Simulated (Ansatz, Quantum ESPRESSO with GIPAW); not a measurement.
## ZnS: NMR parameters from first principles

Aim: the magnetic shielding of every site in ZnS.

Main program and level: Quantum ESPRESSO with GIPAW 8.0dev (patched build); DFT, PBE, plane-wave PAW (pslibrary 1.0.0 recipes), scalar-relativistic, GIPAW; a patched development version of the program.

The database entry behind the starting cell differs from later determinations by our own check (about 0.1 % short), so it need not match the best structure at ambient conditions.

## Step 1: The structure

The structure is cubic, space group F-43m (No. 216). Conventional cell: a = 5.404 Å, b = 5.404 Å, c = 5.404 Å, α = 90.00°, β = 90.00°, γ = 90.00°. Nearest to Zn lie 4 S at 2.34 Å. Nearest to S lie 4 Zn at 2.34 Å. Farther neighbours and most contacts between anions are not listed.

The cell is an entry of the Crystallography Open Database; it need not be the form that is stable at ambient conditions.

## Step 2: Ground state

First the ground state. The response equations take the occupied wavefunctions as exact, so conv_thr is set much tighter than for an energy. No empty states are asked for: the response is solved without them. The mesh has a spacing of 0.23 Å⁻¹ at most. The PAW files were made with ld1.x from the pslibrary 1.0.0 recipes, with GIPAW reconstruction switched on.

Contents of scf.in:

```
&control
  calculation = 'scf'
  prefix = 'x'
  outdir = './tmp/'
  pseudo_dir = './'
/
&system
  ibrav = 0
  nat = 2
  ntyp = 2
  ecutwfc = 55
  ecutrho = 330
  nbnd = 9
/
&electrons
  conv_thr = 1.0d-10
  mixing_beta = 0.7
  electron_maxstep = 100
/
ATOMIC_SPECIES
  Zn 65.380 Zn.pbe-dn-kjpaw_psl.1.0.0-gipaw.UPF
  S 32.060 S.pbe-n-kjpaw_psl.1.0.0-gipaw.UPF
CELL_PARAMETERS angstrom
  0.00000000 2.70200000 2.70200000
  2.70200000 0.00000000 2.70200000
  2.70200000 2.70200000 0.00000000
ATOMIC_POSITIONS crystal
  Zn 0.75000000 0.75000000 0.75000000
  S 0.00000000 0.00000000 0.00000000
K_POINTS automatic
  9 9 9 0 0 0
```

The run is started by

```bash
mpirun -np 4 pw.x -nk 4 -in scf.in > scf.out
```

Output:

```text
using ibrav=0 with symmetry is DISCOURAGED, use correct ibrav instead

     bravais-lattice index     =            0
     lattice parameter (alat)  =       7.2210  a.u.
     unit-cell volume          =     266.2457 (a.u.)^3
     number of atoms/cell      =            2
     number of atomic types    =            2
     number of electrons       =        18.00
     number of Kohn-Sham states=            9
     kinetic-energy cutoff     =      55.0000  Ry
     charge density cutoff     =     330.0000  Ry
     scf convergence threshold =      1.0E-10
     mixing beta               =       0.7000
     number of iterations used =            8  plain     mixing
     Exchange-correlation= SLA-PW-PBX-PBC
                           (   1   4   3   4   0   0   0)
[...]
Zn               12.00    65.38000     Zn( 1.00)
     S                 6.00    32.06000     S ( 1.00)

     24 Sym. Ops. (no inversion) found
[...]
number of k points=    35
[...]
Dense  grid:    26813 G-vectors     FFT dimensions: (  45,  45,  45)

     Smooth grid:    14649 G-vectors     FFT dimensions: (  36,  36,  36)

     Initial potential from superposition of free atoms

     starting charge      17.9962, renormalised to      18.0000
     Starting wfcs are   13 randomized atomic wfcs

     Self-consistent Calculation

     iteration #  1     ecut=    55.00 Ry     beta= 0.70
     Davidson diagonalization with overlap
     ethr =  1.00E-02,  avg # of iterations =  1.8

     Threshold (ethr) on eigenvalues was too large:
     Diagonalizing with lowered threshold

     Davidson diagonalization with overlap
     ethr =  3.00E-04,  avg # of iterations =  2.9

     total energy              =    -310.11346957 Ry
     estimated scf accuracy    <       0.05657349 Ry

     iteration #  2     ecut=    55.00 Ry     beta= 0.70
     Davidson diagonalization with overlap
     ethr =  3.14E-04,  avg # of iterations =  2.6

     total energy              =    -310.12776203 Ry
     estimated scf accuracy    <       0.00897102 Ry

     iteration #  3     ecut=    55.00 Ry     beta= 0.70
[...]
total energy              =    -310.12956905 Ry
     estimated scf accuracy    <       0.00188320 Ry

[...]
total energy              =    -310.13009788 Ry
[...]
iteration # 18     ecut=    55.00 Ry     beta= 0.70
     Davidson diagonalization with overlap
     ethr =  8.34E-13,  avg # of iterations =  2.1

     total energy              =    -310.13009788 Ry
     estimated scf accuracy    <          1.1E-10 Ry

     iteration # 19     ecut=    55.00 Ry     beta= 0.70
     Davidson diagonalization with overlap
     ethr =  5.87E-13,  avg # of iterations =  2.3

     End of self-consistent calculation
     [one-electron energies left out]

!    total energy              =    -310.13009788 Ry
     total all-electron energy =     -4390.628247 Ry
     estimated scf accuracy    <          9.2E-12 Ry

     The total energy is the sum of the following terms:
     one-electron contribution =     -85.02307307 Ry
     hartree contribution      =      60.92120569 Ry
     xc contribution           =     -52.35337547 Ry
     ewald contribution        =     -92.12167894 Ry
     one-center paw contrib.   =    -141.55317608 Ry

     convergence has been achieved in  19 iterations
[...]
JOB DONE.
```

Run time: 6.8 s. Hardware: 4 MPI ranks of AMD EPYC 9R45, shared host; peak memory 0.43 GiB; 26 s of CPU time.

It converged in 19 cycles to an estimated accuracy of 9e-12 Ry, on 35 irreducible k-points.

## Step 3: Shieldings

The job finds the current that a weak uniform field induces (applied as a long wave, q_gipaw) and the field that this current makes at each nucleus. On atoms with p or d valence electrons much of the paramagnetic part arises close to the nucleus, where the PAW partial waves rebuild the true states. pawproj makes the reconstruction use the PAW data sets' own projectors.

Contents of nmr.in:

```
&inputgipaw
  job = 'nmr'
  prefix = 'x'
  tmp_dir = './tmp/'
  restart_mode = 'from_scratch'
  verbosity = 'low'
  q_gipaw = 0.01
  spline_ps = .true.
  conv_threshold = 1.0d-14
  use_nmr_macroscopic_shape = .false.
  pawproj(1) = .true.
  pawproj(2) = .true.
/
```

The run is started by

```bash
mpirun -np 4 gipaw.x -in nmr.in > nmr.out
```

Output:

```text
[banner, memory and clock lines left out]
[a note of our patched build left out]

     Parallelizing q-star over 1 images

     IMPORTANT: XC functional enforced from input :
     Exchange-correlation= PBE
                           (   1   4   3   4   0   0   0)
     Any further DFT definition will be discarded
     Please, verify this is what you really want

[...]
alpha_pv=     26.3079 eV

     spline_ps is .false., expect some extrapolation errors

     q-space interpolation up to    66.00 Rydberg

     GIPAW job: nmr
     NMR macroscopic correction: no
[...]
Computing the magnetic susceptibility     isolve=0    ethr=  0.1000E-13
     Starting from scratch
     k-point #    1 of    35      pool #  1    cpu time:       0.8
[...]
End of magnetic susceptibility calculation

     f-sum rule (1st term):
           -12.3024         -0.0000         -0.0000
            -0.0000        -12.3024          0.0000
            -0.0000          0.0000        -12.3024

     f-sum rule (2nd term):
            -0.1536          0.0000         -0.0000
             0.0000         -0.1536         -0.0000
             0.0000         -0.0000         -0.1536

     f-sum rule (should be   -12.4498):
           -12.4560         -0.0000         -0.0000
            -0.0000        -12.4560          0.0000
            -0.0000          0.0000        -12.4560

[... susceptibilities left out ...]
     Contributions to the NMR chemical shifts: -------------------------------

     Macroscopic shape contribution in ppm:                    0.00
             0.0000          0.0000          0.0000
             0.0000          0.0000          0.0000
             0.0000          0.0000          0.0000

     Core contribution in ppm:

     Atom  1  Zn  pos: (  1.060660  1.060660  1.060660)  core sigma:        2275.73
     Atom  2  S   pos: (  0.000000  0.000000  0.000000)  core sigma:         979.79

     Bare contribution in ppm:

     Atom  1  Zn  pos: (  1.060660  1.060660  1.060660)  bare sigma:          31.50
[...]
Atom  2  S   pos: (  0.000000  0.000000  0.000000)  bare sigma:          30.67
[...]
Diamagnetic contribution in ppm:

     Atom  1  Zn  pos: (  1.060660  1.060660  1.060660)  dia sigma:         213.03
[...]
Atom  2  S   pos: (  0.000000  0.000000  0.000000)  dia sigma:          -5.36
[...]
Paramagnetic contribution in ppm:

     Atom  1  Zn  pos: (  1.060660  1.060660  1.060660)  para sigma:         601.71
[...]
Atom  2  S   pos: (  0.000000  0.000000  0.000000)  para sigma:        -533.33
[...]
Paramagnetic US occ-occ contribution in ppm:

     Atom  1  Zn  pos: (  1.060660  1.060660  1.060660)  para_oo sigma:          -2.94
[...]
Atom  2  S   pos: (  0.000000  0.000000  0.000000)  para_oo sigma:          -4.19
[...]
Paramagnetic US L_R Q_R contribution in ppm:

     Atom  1  Zn  pos: (  1.060660  1.060660  1.060660)  para_lq sigma:       -1882.79
[...]
Atom  2  S   pos: (  0.000000  0.000000  0.000000)  para_lq sigma:         134.25
[...]
Total NMR chemical shifts in ppm: ---------------------------------------
     (adopting the Simpson convention for anisotropy and asymmetry)-----------

     Atom  1  Zn  pos: (  1.060660  1.060660  1.060660)  Total sigma:        1236.24
          1236.2396         -0.0000         -0.0000
            -0.0000       1236.2396         -0.0000
            -0.0000         -0.0000       1236.2396

     Zn      1    anisotropy:     -0.00    eta:    0.0000
[...]
Atom  2  S   pos: (  0.000000  0.000000  0.000000)  Total sigma:         601.84
           601.8355         -0.0000         -0.0000
            -0.0000        601.8355         -0.0000
            -0.0000         -0.0000        601.8355

     S       2    anisotropy:      0.00    eta:    0.0000
[...]
```

The job ended after 43 s (4 MPI ranks; peak memory 0.29 GiB; 2.8 min of CPU time).

The f-sum rule is met to 0.0062 of 12.4 (0.05 %). Converged shieldings require that this miss be small, but a small miss does not prove them.

From the symmetric part of each tensor, with principal values σ11 ≤ σ22 ≤ σ33: σ_iso is their mean, the span is σ33 − σ11 and the skew 3(σ_iso − σ22)/span. (gipaw.x prints an anisotropy in another convention.)

| site | atom no. | atoms in cell | σ_iso (ppm) | span (ppm) | skew |
| --- | --- | --- | --- | --- | --- |
| Zn | 1 | 1 | 1236 | 0 | - |
| S | 2 | 1 | 601.8 | 0.0 | - |

The macroscopic shape term is switched off. For a spherical sample the valence susceptibility of this run would add about 13 ppm to every site, a rough estimate, since the susceptibility converges slowly and lacks part of the PAW terms. Differences within the crystal don't depend on it, but shieldings of different compounds can't be compared to better than a few ppm without it.

Zn and S sit on cubic site symmetry, where the tensor must be isotropic.

How the isotropic values are made up (ppm). The core part is that of the free atom's core; bare is the current of the smooth valence states; the last two are what the PAW spheres add to the diamagnetic and the paramagnetic current:

| site | core | bare | reconstruction, dia | reconstruction, para |
| --- | --- | --- | --- | --- |
| Zn | 2275.7 | 31.5 | 213.0 | -1284.0 |
| S | 979.8 | 30.7 | -5.4 | -403.3 |

The quadrupolar nuclei (67Zn and 33S) sit on sites where the field gradient vanishes by symmetry, so they have no quadrupolar coupling.

## Step 4: NMR parameters by site

Covalently bonded atoms count as neighbours within 1.18 times the sum of their radii. Otherwise a cation's neighbours lie within 1.2 times its shortest bond (1.3 for large cations, each anion's radius taken off where they differ), and an anion's are the cations that count it.

| site | atom no. | atoms in cell | surroundings | bonds (Å) | σ_iso (ppm) |
| --- | --- | --- | --- | --- | --- |
| Zn | 1 | 1 | ZnS4 | 2.340 | 1236 |
| S | 2 | 1 | bound to Zn4 | 2.340 | 601.8 |

## Step 5: Other settings and structures

Each row names what was changed: another mesh tests the sampling of the zone; another functional shows how far the paramagnetic term hangs on the exchange-correlation form; another cutoff tests the basis.

Changes of σ_iso (ppm) against the run above (PBE, cutoffs 55 and 330 Ry, mesh 9×9×9, 3.2 min). Times are CPU times of pw.x and gipaw.x together, on 4 MPI ranks of AMD EPYC 9R45, shared host; on a shared host they are rough. A run is marked as doubtful where the f-sum miss passes 0.015 electrons, or that much for each three atoms in larger cells (with Tl, Pb, Hg, Bi or Sn a third of that, or a mesh spacing over 0.26 Å⁻¹), or where the susceptibility is unphysically large.

| run | CPU time | f-sum miss | Zn | S |
| --- | --- | --- | --- | --- |
| mesh 11×11×11 | 5 min | 0.0011 | +0.2 | +12.3 |
| LDA | 3.2 min | 0.0091 | -40.5 | -65.0 |
| cutoffs 40 and 280 Ry (coarse on purpose) | 2.4 min | 0.0060 | -1.3 | -0.2 |
| mesh 6×6×6 (marked) | 95 s | 0.087 | -13.9 | -117.0 |
| Wu-Cohen | 3.2 min | 0.0080 | -21.3 | -33.1 |
| cutoffs 70 and 420 Ry | 3.9 min | 0.0064 | +0.2 | +0.0 |

The largest move is -117.0 ppm, on S, from mesh 6×6×6.

## Step 6: What goes wrong with a poor setting

One more run, with a slip of the kind that is easily made.

Changes to nmr.in since step 3:

```diff
@@ -6,3 +6,3 @@
   verbosity = 'low'
-  q_gipaw = 0.01
+  q_gipaw = 1.0d-06
   spline_ps = .true.
```

Output:

```text
[banner, memory and clock lines left out]
[a note of our patched build left out]

     Parallelizing q-star over 1 images

     IMPORTANT: XC functional enforced from input :
     Exchange-correlation= PBE
                           (   1   4   3   4   0   0   0)
     Any further DFT definition will be discarded
     Please, verify this is what you really want

[...]
alpha_pv=     26.3079 eV

     spline_ps is .false., expect some extrapolation errors

     q-space interpolation up to    66.00 Rydberg

     GIPAW job: nmr
     NMR macroscopic correction: no
[...]
Computing the magnetic susceptibility     isolve=0    ethr=  0.1000E-13
     Starting from scratch
     k-point #    1 of    35      pool #  1    cpu time:       0.7
[...]
End of magnetic susceptibility calculation

     f-sum rule (1st term):
           -12.3023          0.0000         -0.0000
             0.0000        -12.3023          0.0000
            -0.0000         -0.0000        -12.3023

     f-sum rule (2nd term):
[...]
Paramagnetic contribution in ppm:

     Atom  1  Zn  pos: (  1.060660  1.060660  1.060660)  para sigma:         617.16
[...]
Atom  2  S   pos: (  0.000000  0.000000  0.000000)  para sigma:        -535.13
[...]
Paramagnetic US occ-occ contribution in ppm:

     Atom  1  Zn  pos: (  1.060660  1.060660  1.060660)  para_oo sigma:          -3.69
[...]
Atom  2  S   pos: (  0.000000  0.000000  0.000000)  para_oo sigma:          -4.08
[...]
Paramagnetic US L_R Q_R contribution in ppm:

     Atom  1  Zn  pos: (  1.060660  1.060660  1.060660)  para_lq sigma:       -1882.79
[...]
Atom  2  S   pos: (  0.000000  0.000000  0.000000)  para_lq sigma:         134.25
[...]
Total NMR chemical shifts in ppm: ---------------------------------------
     (adopting the Simpson convention for anisotropy and asymmetry)-----------

     Atom  1  Zn  pos: (  1.060660  1.060660  1.060660)  Total sigma:        1251.35
[...]
Zn      1    anisotropy:      0.00    eta:    0.0000
[...]
Atom  2  S   pos: (  0.000000  0.000000  0.000000)  Total sigma:         599.99
[...]
S       2    anisotropy:      0.00    eta:    0.0000
[...]
```

Elapsed: 38 s, on 4 MPI ranks; peak memory 0.29 GiB.

The run ends without an error, but the fault (a field wave vector far too short) moves σ_iso of Zn by +15.1 ppm (both without the shape term); the f-sum rule is missed by 0.0062 electrons. Its numbers are not to be used. The result is a difference divided by q, so numerical noise grows.

## Step 7: Results

| Quantity | Value |
| --- | --- |
| 67Zn shielding without shape term | 1236 ppm |
| 33S shielding without shape term | 601.8 ppm |

In words: 67Zn has one site (ZnS4), with isotropic shielding 1236 ppm (shape term left out). A shift needs a reference, δ = σ_ref − σ, fixed on measured compounds; for 67Zn of this kind at this level too few were at hand, or they scattered too widely about a line, so none is given. Going to mesh 11×11×11 changes no isotropic shielding by more than 12.3 ppm, a first measure of the error left in that respect. Going to cutoffs 70 and 420 Ry changes no isotropic shielding by more than 0.23 ppm, so the main run is converged in that respect. The cheaper run with cutoffs 40 and 280 Ry takes about 75 % of the time and is off by 1.3 ppm on Zn. The largest change with the functional is 65.0 ppm in absolute shielding; part of that drops out once each functional has its own reference line. This build of gipaw.x prints that it is not audited and that its numbers are no references by themselves. It also reports spline_ps as false although the input sets it; why was not traced.

[Banner, clock, file and message-heading lines were taken out of the pw.x and gipaw.x logs.]

[Logs are printed without paths, hosts, clocks, repeated set-up lines and the standing remarks that a program may print on its own settings, such as how far it seeks lower states.]

[Hosts, paths, dates, database ids (printed as entryN), source tags and the programs' standing remarks are cut or masked in the printed files.]

[Where no reference line passes its bar on scatter, no shift is given, so a measured shift of this compound may stand uncompared.]
